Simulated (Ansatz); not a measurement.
# C on Ag(111): change of the work function, part 4 of 4

Wanted: Δφ(θ) for C/Ag(111), starting from the fcc site.

Ansatz 0.2.0; plane-wave DFT, PBE, Ansatz PAW.

So far, work function, upper face (eV): step 2 (the clean slab) 4.47; step 3 (37 atoms, coverage 0.111 ML, cell 3x3) 4.87; step 4 (17 atoms, coverage 0.25 ML, cell 2x2) 5.39.

## (5) Adsorbate added, k-mesh 6×6×1, coverage 0.5 ML (continued)

Relaxation path:

| step | energy less that of the first step (eV) | largest force component (eV/Å) |
| --- | --- | --- |
| 1 | 0.0000 | 1.3745 |
| 2 | -0.3598 | 0.9491 |
| 3 | -0.4772 | 0.9034 |
| 4 | -0.5612 | 0.0610 |
| 5 | -0.5624 | 0.0135 |

The run keeps the 4 symmetry operations that it works with, so distortions that break them were not tested.

The atoms that moved most (Å):

| atom | dx | dy | dz | length |
| --- | --- | --- | --- | --- |
| C18 | 0.000 | 0.042 | -0.316 | 0.319 |
| C17 | 0.000 | 0.042 | -0.316 | 0.319 |
| Ag12 | 0.000 | -0.081 | 0.069 | 0.107 |
| Ag4 | 0.000 | -0.081 | 0.069 | 0.107 |
| Ag8 | 0.000 | 0.040 | 0.027 | 0.048 |
| Ag16 | 0.000 | 0.040 | 0.027 | 0.048 |
| Ag7 | 0.000 | -0.002 | 0.019 | 0.019 |
| Ag15 | 0.000 | -0.002 | 0.019 | 0.019 |

The relaxed structure:

```
Ag C
1.0
     5.78413    0.00000    0.00000
     2.89207    5.00921    0.00000
     0.00000    0.00000   26.70834
Ag C
16 2
Direct
  0.00000 0.00000 0.33697
  0.16667 0.16667 0.42539
  0.33347 0.33305 0.51540
  0.00809 0.98382 0.60770
  0.00000 0.50000 0.33697
  0.16667 0.66667 0.42539
  0.33357 0.83286 0.51554
  0.99601 0.50799 0.60611
  0.50000 0.00000 0.33697
  0.66667 0.16667 0.42539
  0.83347 0.33305 0.51540
  0.50809 0.98382 0.60770
  0.50000 0.50000 0.33697
  0.66667 0.66667 0.42539
  0.83357 0.83286 0.51554
  0.49601 0.50799 0.60611
  0.16252 0.17496 0.65120
  0.66252 0.17496 0.65120
```

The relaxation took 5 steps and lowered the energy by 0.56 eV; the largest force on the free atoms ends at 0.013 eV/Å.

The covered face has 5.93 eV, +1.46 eV against the clean one; the bare back face has moved by +0.08 eV, a measure of how thin the slab is.

## (6) The covered slab, k-mesh 12×12×1, coverage 1 ML

System of this step: Ag4C (C/Ag(111)). The cell holds 5 atoms: 4 Ag and 1 C. Cell: a = 2.892 Å, b = 2.892 Å, c = 26.708 Å, α = 90.0°, β = 90.0°, γ = 60.0°. Vacuum lies along c.

Another coverage, to see how the dipoles act on each other as their distance changes.

input.yaml reads:

```yaml
crystal:
  lattice:
    - [2.8920667351, 0.0, 0.0]
    - [1.4460333675, 2.504603262, 0.0]
    - [0.0, 0.0, 26.7083434025]
  atoms:
    - { symbol: Ag, position: [0.0, 0.0, 0.3369733519] }
    - { symbol: Ag, position: [0.3333333333, 0.3333333333, 0.4253862709] }
    - { symbol: Ag, position: [0.6666666667, 0.6666666667, 0.5148220099] }
    - { symbol: Ag, position: [0.0, 0.0, 0.6051008489] }
    - { symbol: C, position: [0.3333333333, 0.3333333333, 0.6630266481] }
kpoints:
  mp_grid: { grid: [12, 12, 1] }
hamiltonian:
  xc: pbe
scf:
  occupations: { method: fermi_dirac, width: 0.1 }
  convergence: { dr2_threshold: 1.0e-08 }
efield:
  axis: 3
  dipole_correction: true
  ramp_position: 0.97
  ramp_width: 0.06
relax:
  f_tol: 0.02
  max_steps: 60
  constraints: [{ sites: [0, 1] }]
output:
  write_potential: true
  write_density: true
  volumetric_format: npy
```

Run with:

```console
> ansatz run input.yaml --threads 4 --pin off --max-ram 16384MiB --backend cpu --events-out ev --progress --plain --runs-dir out
```

Numbers of over 12 decimals in the logs are rounded to 6 here.

The program printed:

```text
[...]
Crystal: 5 atoms, lattice volume = 193.461 Å³
Basis set: ecut = 420 eV, 3785 PW (Γ), exchange–correlation on 40×40×360 points (8 copies of the dense FFT grid, shifted against one another)
Bands: 48, of which v1, the nominal top of the filled ones, is band 40 counted from 1 (39 counted from 0)
Symmetry: 6 space group operations
[...]
--- Relaxed structure (4 steps of the walk, 4 accepted, 0 SCFs on fresh bases) ---
  F+E_penalty+E_count = -30607.40838182 eV   max|allowed force component| = 6.024e-3 eV/Å
  atoms:
[...]
- { symbol: Ag, position: [0.333333, 0.333333, 0.425386] }
    - { symbol: Ag, position: [0.666667, 0.666667, 0.516090] }
[...]
- { symbol: C, position: [0.333333, 0.333333, 0.660051] }
[key lines of the parts left out:]
SCF converged after 7 iterations
Free energy (F): -30607.408382 eV
Fermi energy:    3.110816 eV
Dipole field:    D = -0.084261 V/Å  (p = -0.090087 e·Å, saw-weighted, corrected)
Work function:   Φ+ = 6.7202 eV   Φ− = 4.4697 eV
```

It took 13 s on 4 threads of Arm Neoverse V2, shared host; peak memory 0.54 GiB; 52 s of CPU time.

Relaxation path:

| step | energy less that of the first step (eV) | largest force component (eV/Å) |
| --- | --- | --- |
| 1 | 0.0000 | 0.5498 |
| 2 | -0.0241 | 0.3467 |
| 3 | -0.0406 | 0.0449 |
| 4 | -0.0408 | 0.0060 |

Forces are held to the 6 operations that the run works with; a distortion that breaks them can't arise in this run.

The atoms that moved most (Å):

| atom | dx | dy | dz | length |
| --- | --- | --- | --- | --- |
| C5 | 0.000 | 0.000 | -0.079 | 0.079 |
| Ag4 | 0.000 | 0.000 | 0.063 | 0.063 |
| Ag3 | 0.000 | 0.000 | 0.034 | 0.034 |

The relaxed structure:

```xyz
5
Lattice="2.8921 0.0000 0.0000 1.4460 2.5046 0.0000 0.0000 0.0000 26.7083" Properties=species:S:1:pos:R:3
Ag    0.0000    0.0000    9.0000
Ag    1.4460    0.8349   11.3614
Ag    2.8921    1.6697   13.7839
Ag    0.0000    0.0000   16.2245
C     1.4460    0.8349   17.6289
```

Running mean over 2.361 Å of the planar mean; the ramp of the sawtooth is left out. Electron's electrostatic potential energy less the Fermi level against z:

z (Å), electron's electrostatic potential energy less the Fermi level (eV) and a bar from the least value:
```
        4       4.47 ##########################
        5       4.46 ##########################
        6       4.40 #########################
        7       3.50 ########################
        8      -2.24 ############
        9      -5.85 #####
       10      -6.05 #####
       11      -6.09 ####
       12      -5.83 #####
       13      -5.73 #####
       14      -5.97 #####
       15      -5.81 #####
       16      -7.01 ###
       17      -8.34 
       18      -1.25 ##############
       19       4.59 ##########################
       20       6.63 ##############################
       21       6.72 ##############################
       22       6.72 ##############################
       23       6.72 ##############################
```

The relaxation took 4 steps and lowered the energy by 0.041 eV; the largest force on the free atoms ends at 0.0060 eV/Å.

The covered face has 6.72 eV, +2.25 eV against the clean one; the bare back face has moved by +0.02 eV, a measure of how thin the slab is.

## (7) Work function against coverage

This step: plane-wave DFT, PBE, Ansatz PAW; work function against coverage (Ansatz 0.2.0).

The runs are now put side by side.

Numbers from this step:

```
work function of the clean face     : 4.469 eV
largest change of the work function : 2.251 eV
```

The work function of the covered face by coverage:

| coverage (adsorbates/nm²) | work function of the covered face (eV) |
| --- | --- |
| 0.00 | 4.47 |
| 1.53 | 4.87 |
| 3.45 | 5.39 |
| 6.90 | 5.93 |
| 13.81 | 6.72 |

The dipole per adsorbate comes from the change of the cell's dipole. Coverage, by row:

| coverage (1/nm²) | coverage (ML) | work function (eV) | change (eV) | dipole per adsorbate, positive end outwards (debye) | mean height of the added atoms over the highest substrate atom (Å) |
| --- | --- | --- | --- | --- | --- |
| 1.534 | 0.1111 | 4.87 | 0.4002 | -0.633 | 1.079 |
| 3.451 | 0.25 | 5.391 | 0.9212 | -0.676 | 1.072 |
| 6.903 | 0.5 | 5.934 | 1.465 | -0.533 | 1.162 |
| 13.81 | 1 | 6.72 | 2.251 | -0.429 | 1.404 |

## (8) Summary of results

```
work function of the clean face                        : 4.47 eV
work function at 0.11 ML                               : 4.87 eV
work function at 0.25 ML                               : 5.39 eV
work function at 0.5 ML                                : 5.93 eV
work function at 1 ML                                  : 6.72 eV
dipole per adsorbate at 0.11 ML, positive end outwards : -0.63 D
```

What this shows: C raises the work function of Ag(111) at the lowest coverage, by 0.40 eV: the adsorbate layer has its negative end outwards. The dipole per adsorbate falls from 0.63 to 0.43 D as the layer fills. Neighbouring dipoles depolarise each other, and heights and bonding change with coverage too. The slab has 4 layers, at the tabulated experimental lattice constant, one starting site was run, and quantum-size effects of a slab this thin can reach one or two tenths of an eV.

[Logs are printed without paths, hosts, clocks, repeated set-up lines and the standing remarks that a program may print on its own settings, such as how far it seeks lower states.]

[Hosts, paths, dates, database ids (printed as entryN), source tags and the programs' standing remarks are cut or masked in the printed files.]

[Maps of the electrostatic potential energy from Ansatz leave out the sawtooth potential of an applied field or a dipole correction, so their vacuum need not be flat; planar profiles and work functions include it.]
